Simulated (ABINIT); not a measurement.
An input for ABINIT 10.8.3 (Cs2AgSbBr6 (Fm-3m)):

```
acell 3*1.0 Angstrom
rprim 
  0.000000000000 5.689253000000 5.689253000000
  5.689253000000 0.000000000000 5.689253000000
  5.689253000000 5.689253000000 0.000000000000
ntypat 4
znucl 55 47 51 35
natom 10
typat 1 1 2 3 4 4 4 4 4 4
xred 
  0.750000000000 0.750000000000 0.750000000000
  0.250000000000 0.250000000000 0.250000000000
  0.500000000000 0.500000000000 0.500000000000
  0.000000000000 0.000000000000 0.000000000000
  0.751554000000 0.248446000000 0.248446000000
  0.248446000000 0.248446000000 0.751554000000
  0.248446000000 0.751554000000 0.751554000000
  0.248446000000 0.751554000000 0.248446000000
  0.751554000000 0.248446000000 0.751554000000
  0.751554000000 0.751554000000 0.248446000000
pp_dirpath "pseudos"
pseudos "Cs.upf, Ag.upf, Sb.upf, Br.upf"
ecut 40
ngkpt 2 2 2
nshiftk 1
shiftk 0 0 0
kptopt 1
chksymbreak 0
istwfk *1
occopt 1
irdwfk 1
optdriver 4
nband 182
gwcalctyp 0
ecutsigx 40
symsigma 1
nkptgw 3
kptgw 
  0.5000000000 0.5000000000 0.0000000000
  0.5000000000 0.0000000000 0.0000000000
  0.0000000000 0.0000000000 0.0000000000
bdgw 
  80 83
  79 84
  80 84
ecuteps 4.2
irdscr 1
ppmodel 1
indata_prefix "in"
outdata_prefix "out"
tmpdata_prefix "tmp"
```

```sh
OMP_NUM_THREADS=1 mpirun -n 8 abinit run.abi > log
```

Question: Estimate wall time and host memory on 8 MPI ranks of Arm Neoverse V1, shared host.

It took 76 s; on shared hardware allow 38 s to 2.5 min. Peak host memory was 9.2 GiB.

[Paths, hosts, dates, memory and timing lines, banners, echoed tables and standing remarks are left out of the program output.]

[Logs are printed without paths, hosts, clocks, repeated set-up lines and the standing remarks that a program may print on its own settings, such as how far it seeks lower states.]

[Runs of the session that timed out or met a known fault of the program may be left out.]

[Hosts, paths, dates, database ids (printed as entryN), source tags and the programs' standing remarks are cut or masked in the printed files.]

[G0W0 gaps are taken among the corrected bands and points alone; a level outside them can change the order at an edge.]

[Where Ansatz stands beside ABINIT at settings called matched, ABINIT's density can come from a denser mesh and the files from another edition; pairs whose starting gaps differed by over 0.03 eV were left out, so agreement reads better than it is.]
